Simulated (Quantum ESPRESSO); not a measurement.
# Magnetic state of MnS (Browneite) from several starts, part 2 of 2

Does MnS (Browneite) prefer parallel or opposed moments, or none?

Quantum ESPRESSO 7.5; PBEsol; plane waves with GBRV 1.5 PBEsol potentials, no spin-orbit coupling.

So far, absolute magnetization (μB): step 2 (run 1 (ferro +)) 4.88.

### 4. Run 3 (antiferro q=(0,0,1/2) +−)

This order needs a doubled cell of 4 atoms.

pw.in

```
&CONTROL
  calculation = 'scf'
  prefix = 'pwscf'
  outdir = './tmp'
  pseudo_dir = './pseudo'
  disk_io = 'nowf'
/
&SYSTEM
  ibrav = 0
  nat = 4
  ntyp = 3
  ecutwfc = 40
  ecutrho = 280
  nbnd = 30
  occupations = 'smearing'
  smearing = 'fd'
  degauss = 0.00367493
  nspin = 2
  starting_magnetization(1) = 0.3
  starting_magnetization(2) = -0.3
  starting_magnetization(3) = 0
/
&ELECTRONS
  conv_thr = 8d-09
  electron_maxstep = 150
  mixing_beta = 0.3
/
ATOMIC_SPECIES
Mn1    54.9380 mn_pbesol_v1.5.uspp.F.UPF
Mn2    54.9380 mn_pbesol_v1.5.uspp.F.UPF
S      32.0600 s_pbesol_v1.4.uspp.F.UPF
CELL_PARAMETERS angstrom
   0.0000000000    2.8000000000    2.8000000000
   2.8000000000    0.0000000000    2.8000000000
   5.6000000000    5.6000000000    0.0000000000
ATOMIC_POSITIONS crystal
Mn1     0.0000000000    0.0000000000    0.0000000000
Mn2     0.0000000000    0.0000000000    0.5000000000
S       0.2500000000    0.2500000000    0.1250000000
S       0.2500000000    0.2500000000    0.6250000000
K_POINTS automatic
6 6 3 0 0 0
```

Run with:

```console
$ OMP_NUM_THREADS=1 mpirun -n 4 pw.x -nk 4 -in pw.in > pw.out
```

The log of the run:

```text
     [... lines left out ...]
Program PWSCF v.7.5 starts
     [... lines left out ...]
     number of atoms/cell      =            4
     [... lines left out ...]
     number of electrons       =        42.00
     number of Kohn-Sham states=           30
     kinetic-energy cutoff     =      40.0000  Ry
     charge density cutoff     =     280.0000  Ry
     scf convergence threshold =      8.0E-09
     [... lines left out ...]
      6 Sym. Ops. (no inversion) found
     [... lines left out ...]
     number of k points=    16  Fermi-Dirac smearing, width (Ry)=  0.0037
     [... lines left out ...]
     iteration # 12     ecut=    40.00 Ry     beta= 0.30
     [... lines left out ...]
     Magnetic moment per site  (integrated on atomic sphere of radius R)
     atom   1 (R=0.253)  charge= 12.9485  magn=  4.0102
     atom   2 (R=0.253)  charge= 12.9485  magn= -4.0102
     atom   3 (R=0.253)  charge=  4.1814  magn=  0.0555
     atom   4 (R=0.253)  charge=  4.1814  magn= -0.0555
     [... lines left out ...]
     the Fermi energy is     7.2785 ev
!    total energy              =    -470.31869782 Ry
     estimated scf accuracy    <          1.6E-09 Ry
     smearing contrib. (-TS)   =      -0.00000348 Ry
     [... lines left out ...]
     total magnetization       =     0.00 Bohr mag/cell
     absolute magnetization    =     9.15 Bohr mag/cell
     convergence has been achieved in  12 iterations
```

The job ended after 17 s (4 MPI ranks of AMD EPYC 9R14 (Zen 4), shared host; peak memory 0.52 GiB).

Spin moment in the atom's sphere by atom:

```
atom  spin moment in the atom's sphere (μB)
 Mn1                                   4.01
 Mn2                                  -4.01
  S3                                   0.06
  S4                                  -0.06
```

Read from the output:

* smearing term TS: 4.73e-5 eV
* magnetization: 0 μB
* absolute magnetization: 9.145 μB
* final state: antiferromagnetic

### 5. Start 4: no spin polarisation

pw.in

```
&CONTROL
  calculation = 'scf'
  prefix = 'pwscf'
  outdir = './tmp'
  pseudo_dir = './pseudo'
  disk_io = 'nowf'
/
&SYSTEM
  ibrav = 0
  nat = 2
  ntyp = 2
  ecutwfc = 40
  ecutrho = 280
  nbnd = 17
  occupations = 'smearing'
  smearing = 'fd'
  degauss = 0.00367493
/
&ELECTRONS
  conv_thr = 4d-09
  electron_maxstep = 150
  mixing_beta = 0.3
/
ATOMIC_SPECIES
Mn     54.9380 mn_pbesol_v1.5.uspp.F.UPF
S      32.0600 s_pbesol_v1.4.uspp.F.UPF
CELL_PARAMETERS angstrom
   0.0000000000    2.8000000000    2.8000000000
   2.8000000000    0.0000000000    2.8000000000
   2.8000000000    2.8000000000    0.0000000000
ATOMIC_POSITIONS crystal
Mn      0.0000000000    0.0000000000    0.0000000000
S       0.2500000000    0.2500000000    0.2500000000
K_POINTS automatic
6 6 6 0 0 0
```

The log of the run:

```text
     [... lines left out ...]
Program PWSCF v.7.5 starts
     [... lines left out ...]
     number of atoms/cell      =            2
     [... lines left out ...]
     number of electrons       =        21.00
     number of Kohn-Sham states=           17
     kinetic-energy cutoff     =      40.0000  Ry
     charge density cutoff     =     280.0000  Ry
     scf convergence threshold =      4.0E-09
     [... lines left out ...]
     24 Sym. Ops. (no inversion) found
     [... lines left out ...]
     number of k points=    16  Fermi-Dirac smearing, width (Ry)=  0.0037
     [... lines left out ...]
     iteration # 12     ecut=    40.00 Ry     beta= 0.30
     [... lines left out ...]
     the Fermi energy is     6.5840 ev
!    total energy              =    -235.02703355 Ry
     estimated scf accuracy    <          3.4E-09 Ry
     smearing contrib. (-TS)   =      -0.00249287 Ry
     [... lines left out ...]
     convergence has been achieved in  12 iterations
```

Wall time 3.5 s (4 MPI ranks); peak memory 0.32 GiB.

Read from the output:

```
smearing term TS : 0.03392 eV
final state      : non-magnetic (no spin polarisation)
```

### 6. The states side by side

An order is kept where moments of 0.15 μB or more survive with the typed signs; meshes match where a doubled cell samples the same k points as the first cell.

Orders:

```
                     start        final state  typed order kept  energy over the lowest (meV a seeded atom)  largest site moment (μB)  net moment (μB a cell of the first run)  mesh matched  CPU time (s)
                   ferro +      ferromagnetic               yes                                         287                      4.13                                    4.875           yes         23.26
antiferro q=(0,1/2,1/2) +-  antiferromagnetic               yes                                           0                     3.967                                        0           yes         119.9
  antiferro q=(0,0,1/2) +-  antiferromagnetic               yes                                       64.18                      4.01                                        0           yes         66.28
      no spin polarisation       non-magnetic                 -                                        1864                         0                                        0           yes         12.95
```

### 7. Energy mapping

E = −Σ J e·e over ordered pairs of unit vectors, so each pair counts twice. As many shells are taken as there are differences of energy, so the couplings are solved for and no residual tests the model; further shells are folded in, and shells whose pairs keep their relative signs in all orders cancel and are not probed. Couplings from the energies:

```
 pair  distance (Å)  neighbours an atom  J (meV)
Mn-Mn          3.96                  12   -17.94
Mn-Mn           5.6                   6  -0.6313
```

### 8. Summary of results

- lowest state found: antiferromagnetic (from antiferro q=(0,1/2,1/2) +-)
- largest site moment: 3.97 μB
- next state with moments: antiferromagnetic, 64.2 meV a seeded atom higher
- state without moments: 1864 meV a seeded atom higher
- J of the weightiest shell (Mn-Mn, 3.96 Å; E = −Σ J e·e, ordered pairs): -17.9 meV

What this shows: Forming the moments gains more than four times the spread of the orders, as local moments do. The largest moment changes by 4.0 % between the kept orders, as for well localised moments. This is the lowest of 4 collinear or spinless starts, no proof of the ground state. No Hubbard term acts here. In such compounds local and semilocal functionals without one often delocalise the d electrons, and can shrink or lose moments and miss the size, sign and order of the couplings.

[Logs and program files are shortened in this print: banners, set-up blocks, solver, clock and traceback lines can be left out without a mark of their own.]

[Logs are printed without paths, hosts, clocks, repeated set-up lines and the standing remarks that a program may print on its own settings, such as how far it seeks lower states.]

[Hosts, paths, dates, database ids (printed as entryN), source tags and the programs' standing remarks are cut or masked in the printed files.]

[Where a cell is said to come from a database of computed structures, the database is the Materials Project.]
